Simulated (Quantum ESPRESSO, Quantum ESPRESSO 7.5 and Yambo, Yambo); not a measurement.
## Quasiparticle gap of PtS2 (1T monolayer) in Yambo

How does a plane-wave GW calculation on PtS2 (1T monolayer) run from the first input to the gap?

Method: PBE and many-body steps on it, plane waves, in Quantum ESPRESSO 7.5 and Yambo 5.3.0.

## 1. Set-up

The cell holds 3 atoms: 1 Pt and 2 S. Its edges and angles: a = 3.621 Å, b = 3.621 Å, c = 15.000 Å, α = 90.0°, β = 90.0°, γ = 120.0°. It derives from  ([{'formula': 'PtS2', 'spacegroup': 164, 'source': 'prototype of the bulk crystal'}]). Vacuum lies along c.

The start is a generated structure, not a measured one. Spin-orbit coupling is left out unless a step names it.

## 2. Relaxation

This step: Quantum ESPRESSO 7.5; DFT, PBE, plane waves, norm-conserving pseudopotentials.

Gaps follow bond lengths, so the structure is brought to rest first.

Contents of pw.in:

```
&control
  calculation = 'vc-relax'
  prefix = 'x'
  outdir = 'o'
  pseudo_dir = 'pseudo'
  forc_conv_thr = 4e-4
  nstep = 60
/
&system
  ibrav = 0
  nat = 3
  ntyp = 2
  ecutwfc = 96.6
  nbnd = 20
  force_symmorphic = .true.
  occupations = 'smearing'
  smearing = 'fd'
  degauss = 0.002
/
&electrons
  conv_thr = 1e-9
  electron_maxstep = 80
  mixing_beta = 0.5
/
&ions
/
&cell
  press_conv_thr = 0.3
  cell_dofree = '2Dxy'
/
ATOMIC_SPECIES
  Pt 195.08 Pt.upf
  S 32.06 S.upf
CELL_PARAMETERS angstrom
  3.6207302000 0.0000000000 0.0000000000
  -1.8103651000 3.1356443334 0.0000000000
  0.0000000000 0.0000000000 15.0000000000
ATOMIC_POSITIONS crystal
  Pt 0.0000000000 0.0000000000 0.5000000000
  S 0.3333333333 0.6666666667 0.5980826913
  S 0.6666666667 0.3333333333 0.4019173087
K_POINTS automatic
  9 9 1 0 0 0
```

On the command line:

```
$ OMP_NUM_THREADS=1 mpirun -n 8 pw.x -nk 8 -in pw.in > pw.out
```

Output:

```text
Program PWSCF v.7.5 starts

     This program is part of the open-source Quantum ESPRESSO suite
     for quantum simulation of materials; please cite
         "P. Giannozzi et al., J. Phys.:Condens. Matter 21 395502 (2009);
         "P. Giannozzi et al., J. Phys.:Condens. Matter 29 465901 (2017);
         "P. Giannozzi et al., J. Chem. Phys. 152 154105 (2020);
     in publications or presentations arising from this work. More details at
     Message from routine setup:
     using ibrav=0 with symmetry is DISCOURAGED, use correct ibrav instead

     G-vector sticks info

     bravais-lattice index     =            0
     lattice parameter (alat)  =       6.8422  a.u.
     unit-cell volume          =    1149.2402 (a.u.)^3
     number of atoms/cell      =            3
     number of atomic types    =            2
     number of electrons       =        30.00
     number of Kohn-Sham states=           20
     kinetic-energy cutoff     =      96.6000  Ry
     charge density cutoff     =     386.4000  Ry
     scf convergence threshold =      1.0E-09
     mixing beta               =       0.5000
     number of iterations used =            8  plain     mixing
     energy convergence thresh.=      1.0E-04
     force convergence thresh. =      4.0E-04
     press convergence thresh. =      3.0E-01
     Exchange-correlation= PBE
                           (   1   4   3   4   0   0   0)
     nstep                     =           60

     celldm(1)=   6.842188  celldm(2)=   0.000000  celldm(3)=   0.000000
     celldm(4)=   0.000000  celldm(5)=   0.000000  celldm(6)=   0.000000

     crystal axes: (cart. coord. in units of alat)
               a(1) = (   1.000000   0.000000   0.000000 )
               a(2) = (  -0.500000   0.866025   0.000000 )
               a(3) = (   0.000000   0.000000   4.142811 )

     reciprocal axes: (cart. coord. in units 2 pi/alat)
               b(1) = (  1.000000  0.577350 -0.000000 )
               b(2) = (  0.000000  1.154701  0.000000 )
               b(3) = (  0.000000 -0.000000  0.241382 )
     Pseudo is Norm-conserving + core correction, Zval = 18.0
     Generated using ONCVPSP code by D. R. Hamann
     Using radial grid of 1374 points,  8 beta functions with:
     Pseudo is Norm-conserving + core correction, Zval =  6.0
     Generated using ONCVPSP code by D. R. Hamann
     Using radial grid of 1146 points,  6 beta functions with:
     Pt               18.00   195.08000     Pt( 1.00)
     S                 6.00    32.06000     S ( 1.00)

     12 Sym. Ops., with inversion, found

   Cartesian axes

     site n.     atom                  positions (alat units)
         1        Pt     tau(   1) = (   0.0000000   0.0000000   2.0714054  )
         2        S      tau(   2) = (  -0.0000000   0.5773503   2.4777434  )
[...]
S                 6.00    32.06000     S ( 1.00)

     12 Sym. Ops., with inversion, found

   Cartesian axes

     site n.     atom                  positions (alat units)
         1        Pt     tau(   1) = (   0.0000000  -0.0000000   2.0714054  )
         2        S      tau(   2) = (  -0.0000000   0.5698240   2.4105231  )
         3        S      tau(   3) = (   0.4934820   0.2849120   1.7322877  )

     number of k points=    12  Fermi-Dirac smearing, width (Ry)=  0.0020
                       cart. coord. in units 2pi/alat
[...]
k(   11) = (   0.2251574   0.5199787   0.0000000), wk =   0.2962963
        k(   12) = (   0.3377360   0.5849760   0.0000000), wk =   0.0493827

     Dense  grid:   143445 G-vectors     FFT dimensions: (  45,  45, 180)

     Initial potential from superposition of free atoms

     starting charge      29.9998, renormalised to      30.0000
     Starting wfcs are   18 randomized atomic wfcs +    2 random wfcs

     per-process dynamical memory:   110.9 Mb

     Self-consistent Calculation

[...]
total energy              =    -305.41289017 Ry
[...]
iteration # 10     ecut=    96.60 Ry     beta= 0.50

     total energy              =    -305.41289017 Ry
     estimated scf accuracy    <          1.3E-09 Ry

     iteration # 11     ecut=    96.60 Ry     beta= 0.50

     End of self-consistent calculation

          k = 0.0000 0.0000 0.0000 ( 17993 PWs)   bands (ev):

[...]
2.1157   4.8170   5.3133   5.9324

          k =-0.0000 0.2600 0.0000 ( 18002 PWs)   bands (ev):

   -99.5259 -53.6809 -53.6749 -53.5667 -14.3086 -12.7860  -6.2934  -6.0949
    -5.5604  -4.7099  -4.0126  -2.8207  -1.2129  -1.1456  -0.9991   0.8767
     1.8857   5.4457   5.6320   5.9754

          k =-0.0000 0.3900 0.0000 ( 17944 PWs)   bands (ev):

     [... further k-points ...]

     the Fermi energy is    -0.0941 ev

!    total energy              =    -305.41289017 Ry
     estimated scf accuracy    <          5.4E-12 Ry
     smearing contrib. (-TS)   =      -0.00000000 Ry
     internal energy E=F+TS    =    -305.41289017 Ry

     The total energy is F=E-TS. E is the sum of the following terms:
     one-electron contribution =    -938.54114969 Ry
     hartree contribution      =     468.67622375 Ry
     xc contribution           =     -60.14733378 Ry
     ewald contribution        =     224.59936955 Ry

     convergence has been achieved in  11 iterations

     Forces acting on atoms (cartesian axes, Ry/au):

[...]
atom    2 type  2   force =     0.00000000    0.00000000    0.00014469
     atom    3 type  2   force =     0.00000000    0.00000000   -0.00014469

     Total force =     0.000205     Total SCF correction =     0.000004

     Computing stress (Cartesian axis) and pressure

          total   stress  (Ry/bohr**3)                   (kbar)     P=        0.07
[...]
0.00000000   0.00000049  -0.00000000            0.00        0.07       -0.00
   0.00000000   0.00000000   0.00000038            0.00        0.00        0.06

     XML data file, charge density, pseudopotentials, collected wavefunctions

=------------------------------------------------------------------------------=
   JOB DONE.
=------------------------------------------------------------------------------=
```

It took 2.2 min on 8 MPI ranks of Arm Neoverse V2, shared host; peak memory 1.4 GiB; 17 min of CPU time.

Step by step:

| step | energy less that of the first step (eV) | largest force (eV/Å) | volume (Å³) |
| --- | --- | --- | --- |
| 1 | 0.0000 | 2.5317 | 170.30 |
| 2 | -0.3173 | 2.0540 | 167.47 |
| 3 | -0.5730 | 1.4086 | 164.54 |
| 4 | -0.7356 | 0.1986 | 160.67 |
| 5 | -0.7397 | 0.1170 | 160.95 |
| 6 | -0.7454 | 0.0604 | 161.70 |
| 7 | -0.7521 | 0.0171 | 162.96 |
| 8 | -0.7575 | 0.0132 | 164.86 |
| 9 | -0.7582 | 0.0106 | 165.85 |
| 10 | -0.7582 | 0.0037 | 165.89 |
| 11 | -0.7581 | 0.0037 | 165.89 |

| cell as run | before | after | change |
| --- | --- | --- | --- |
| a (Å) | 3.621 | 3.574 | -1.3 % |
| b (Å) | 3.621 | 3.574 | -1.3 % |

The atoms that moved most (Å, along periodic axes as changes of fractional coordinates times the final cell, across vacuum about the mean position):

| atom | dx | dy | dz | length |
| --- | --- | --- | --- | --- |
| S2 | 0.000 | 0.000 | -0.243 | 0.243 |
| S3 | 0.000 | 0.000 | 0.243 | 0.243 |

The relaxed structure:

```cif
data_structure
_symmetry_space_group_name_H-M 'P 1'
_symmetry_Int_Tables_number 1
_cell_length_a 3.5735
_cell_length_b 3.5735
_cell_length_c 15.0000
_cell_angle_alpha 90.000
_cell_angle_beta 90.000
_cell_angle_gamma 120.000
_cell_volume 165.89
loop_
_atom_site_label
_atom_site_type_symbol
_atom_site_fract_x
_atom_site_fract_y
_atom_site_fract_z
_atom_site_occupancy
Pt1 Pt 0.00000 0.00000 0.50000 1
S2 S 0.33333 0.66667 0.58186 1
S3 S 0.66667 0.33333 0.41814 1
```

## 3. Ground state

The ground-state density comes first.

This step: DFT, PBE with spin-orbit coupling, plane waves, norm-conserving pseudopotentials.

Contents of pw.in:

```
&control
  calculation = 'scf'
  prefix = 'x'
  outdir = 'o'
  pseudo_dir = 'pseudo'
  tprnfor = .true.
  tstress = .true.
/
&system
  ibrav = 0
  nat = 3
  ntyp = 2
  ecutwfc = 76.0
  nbnd = 40
  force_symmorphic = .true.
  noncolin = .true.
  lspinorb = .true.
/
&electrons
  conv_thr = 1e-10
  electron_maxstep = 80
  mixing_beta = 0.5
/
ATOMIC_SPECIES
  Pt 195.08 Pt.upf
  S 32.06 S.upf
CELL_PARAMETERS angstrom
  3.5735305101 -0.0000000000 0.0000000000
  -1.7867652550 3.0947682029 0.0000000000
  0.0000000000 0.0000000000 15.0000000000
ATOMIC_POSITIONS crystal
  Pt 0.0000000000 0.0000000000 0.5000000000
  S 0.3333333333 0.6666666667 0.5818569087
  S 0.6666666667 0.3333333333 0.4181430913
K_POINTS automatic
  12 12 1 0 0 0
```

Output:

```text
[banner, memory and clock lines left out]
Program PWSCF v.7.5 starts

     Message from routine setup:
     using ibrav=0 with symmetry is DISCOURAGED, use correct ibrav instead

     G-vector sticks info

     bravais-lattice index     =            0
     lattice parameter (alat)  =       6.7530  a.u.
     unit-cell volume          =    1119.4726 (a.u.)^3
     number of atoms/cell      =            3
     number of atomic types    =            2
     number of electrons       =        30.00
     number of Kohn-Sham states=           40
     kinetic-energy cutoff     =      76.0000  Ry
     charge density cutoff     =     304.0000  Ry
     scf convergence threshold =      1.0E-10
     mixing beta               =       0.5000
     number of iterations used =            8  plain     mixing
     Exchange-correlation= PBE
                           (   1   4   3   4   0   0   0)
     Non magnetic calculation with spin-orbit

     celldm(1)=   6.752994  celldm(2)=   0.000000  celldm(3)=   0.000000
     celldm(4)=   0.000000  celldm(5)=   0.000000  celldm(6)=   0.000000

     crystal axes: (cart. coord. in units of alat)
               a(1) = (   1.000000  -0.000000   0.000000 )
               a(2) = (  -0.500000   0.866025   0.000000 )
               a(3) = (   0.000000   0.000000   4.197530 )

     reciprocal axes: (cart. coord. in units 2 pi/alat)
               b(1) = (  1.000000  0.577350 -0.000000 )
               b(2) = (  0.000000  1.154701 -0.000000 )
               b(3) = ( -0.000000 -0.000000  0.238235 )
     Pseudo is Norm-conserving + core correction, Zval = 18.0
     Generated using ONCVPSP code by D. R. Hamann
     Using radial grid of 1374 points, 14 beta functions with:
     Pseudo is Norm-conserving + core correction, Zval =  6.0
     Generated using ONCVPSP code by D. R. Hamann
     Using radial grid of 1146 points, 10 beta functions with:
     Pt               18.00   195.08000     Pt( 1.00)
     S                 6.00    32.06000     S ( 1.00)

     12 Sym. Ops., with inversion, found

   Cartesian axes

     site n.     atom                  positions (alat units)
         1        Pt     tau(   1) = (   0.0000000   0.0000000   2.0987648  )
         2        S      tau(   2) = (  -0.0000000   0.5773503   2.4423616  )
         3        S      tau(   3) = (   0.5000000   0.2886751   1.7551680  )

     number of k points=    19
                       cart. coord. in units 2pi/alat
        k(    1) = (   0.0000000   0.0000000   0.0000000), wk =   0.0069444
        k(    2) = (   0.0000000   0.0962250   0.0000000), wk =   0.0416667
        k(    3) = (   0.0000000   0.1924501   0.0000000), wk =   0.0416667
        k(    4) = (   0.0000000   0.2886751   0.0000000), wk =   0.0416667
        k(    5) = (   0.0000000   0.3849002   0.0000000), wk =   0.0416667
        k(    6) = (   0.0000000   0.4811252   0.0000000), wk =   0.0416667
        k(    7) = (   0.0000000  -0.5773503   0.0000000), wk =   0.0208333
        k(    8) = (   0.0833333   0.1443376   0.0000000), wk =   0.0416667
        k(    9) = (   0.0833333   0.2405626   0.0000000), wk =   0.0833333
        k(   10) = (   0.0833333   0.3367877   0.0000000), wk =   0.0833333
     [... 7 further rows ...]
        k(   18) = (   0.2500000   0.5292377   0.0000000), wk =   0.0833333
        k(   19) = (   0.3333333   0.5773503   0.0000000), wk =   0.0138889

     Dense  grid:   100255 G-vectors     FFT dimensions: (  40,  40, 160)

     Initial potential from superposition of free atoms

     starting charge      29.9998, renormalised to      30.0000
     Starting wfcs are   36 randomized atomic wfcs +    4 random wfcs

     per-process dynamical memory:   184.2 Mb

     Self-consistent Calculation

     iteration #  1     ecut=    76.00 Ry     beta= 0.50

     total energy              =    -305.62494568 Ry
     estimated scf accuracy    <       0.50239457 Ry

     iteration #  2     ecut=    76.00 Ry     beta= 0.50

     total energy              =    -305.73718319 Ry
     estimated scf accuracy    <       0.78267633 Ry

     iteration #  3     ecut=    76.00 Ry     beta= 0.50

     total energy              =    -305.85584434 Ry
     estimated scf accuracy    <       0.00570672 Ry

     iteration #  4     ecut=    76.00 Ry     beta= 0.50

     total energy              =    -305.85674222 Ry
     estimated scf accuracy    <       0.00158110 Ry

     iteration #  5     ecut=    76.00 Ry     beta= 0.50

     total energy              =    -305.85698352 Ry
     estimated scf accuracy    <       0.00001178 Ry

     iteration #  6     ecut=    76.00 Ry     beta= 0.50

     total energy              =    -305.85699169 Ry
     estimated scf accuracy    <       0.00000026 Ry

     iteration #  7     ecut=    76.00 Ry     beta= 0.50

     total energy              =    -305.85699180 Ry
     estimated scf accuracy    <       0.00000006 Ry

     iteration #  8     ecut=    76.00 Ry     beta= 0.50

     total energy              =    -305.85699181 Ry
     estimated scf accuracy    <          3.9E-09 Ry

     iteration #  9     ecut=    76.00 Ry     beta= 0.50

     total energy              =    -305.85699181 Ry
     estimated scf accuracy    <          1.7E-10 Ry

     iteration # 10     ecut=    76.00 Ry     beta= 0.50

     End of self-consistent calculation

          k = 0.0000 0.0000 0.0000 ( 12619 PWs)   bands (ev):

   -99.2988 -99.2988 -64.5667 -64.5667 -49.6257 -49.6257 -49.5562 -49.5562
   -14.8846 -14.8846 -12.6588 -12.6588  -6.7123  -6.7123  -6.4190  -6.4190
    -6.0155  -6.0155  -3.8604  -3.8604  -3.6726  -3.6726  -1.6039  -1.6039
    -1.5722  -1.5722  -1.2961  -1.2961  -1.0842  -1.0842   2.1863   2.1863
     2.4535   2.4535   4.4819   4.4819   4.8911   4.8911   5.4351   5.4351

          k = 0.0000 0.0962 0.0000 ( 12571 PWs)   bands (ev):

   -99.2987 -99.2987 -64.5668 -64.5668 -49.6269 -49.6269 -49.5563 -49.5563
   -14.7992 -14.7992 -12.6805 -12.6805  -6.6788  -6.6788  -6.3777  -6.3777
    -5.9492  -5.9492  -3.9617  -3.9617  -3.7687  -3.7687  -2.0541  -2.0541
    -1.4361  -1.4361  -1.1961  -1.1961  -0.9244  -0.9244   1.8553   1.8553
     2.2502   2.2502   4.6829   4.6829   5.1595   5.1595   5.6781   5.6781

          k = 0.0000 0.1925 0.0000 ( 12560 PWs)   bands (ev):

   -99.2987 -99.2987 -64.5673 -64.5673 -49.6303 -49.6303 -49.5569 -49.5569
   -14.5535 -14.5535 -12.7403 -12.7403  -6.5884  -6.5884  -6.2570  -6.2570
    -5.7555  -5.7555  -4.3515  -4.3515  -3.9347  -3.9347  -2.6095  -2.6095
    -1.2855  -1.2855  -1.0995  -1.0995  -0.8336  -0.8336   1.1683   1.1683
     2.0020   2.0020   5.1570   5.1570   5.5658   5.5658   5.8815   5.8816

          k = 0.0000 0.2887 0.0000 ( 12528 PWs)   bands (ev):

     [... further k-points ...]

     highest occupied, lowest unoccupied level (ev):    -0.8190    0.9174

!    total energy              =    -305.85699181 Ry
     estimated scf accuracy    <          3.6E-12 Ry

     The total energy is the sum of the following terms:
     one-electron contribution =    -938.72142726 Ry
     hartree contribution      =     468.54896404 Ry
     xc contribution           =     -60.28389826 Ry
     ewald contribution        =     224.59936967 Ry

     convergence has been achieved in  10 iterations

     Forces acting on atoms (cartesian axes, Ry/au):

     atom    1 type  1   force =     0.00000000    0.00000000    0.00000000
     atom    2 type  2   force =     0.00000000    0.00000000    0.00184252
     atom    3 type  2   force =    -0.00000000   -0.00000000   -0.00184252

     Total force =     0.002606     Total SCF correction =     0.000002

     Computing stress (Cartesian axis) and pressure

          total   stress  (Ry/bohr**3)                   (kbar)     P=        0.24
   0.00000109  -0.00000000   0.00000000            0.16       -0.00        0.00
  -0.00000000   0.00000109   0.00000000           -0.00        0.16        0.00
   0.00000000   0.00000000   0.00000263            0.00        0.00        0.39

     XML data file, charge density, pseudopotentials, collected wavefunctions
```

It took 61 s on 8 MPI ranks; peak memory 2.2 GiB; 8.1 min of CPU time.

This step gave:

- total energy: -4161.3964 eV
- gap: 1.736 eV
- k of the valence top: 0.1667, 0.1667, 0
- k of the conduction bottom: 0, 0.25, 0
- least direct gap: 1.848 eV
- pressure: 0.024 GPa

The gap is indirect, with the least direct gap 0.11 eV higher.

[end of part 1 of 3]

[Paths, hosts, dates, memory and timing lines, banners, echoed tables and standing remarks are left out of the program output.]

[Logs are printed without paths, hosts, clocks, repeated set-up lines and the standing remarks that a program may print on its own settings, such as how far it seeks lower states.]

[Runs of the session that timed out or met a known fault of the program may be left out.]

[Hosts, paths, dates, database ids (printed as entryN), source tags and the programs' standing remarks are cut or masked in the printed files.]
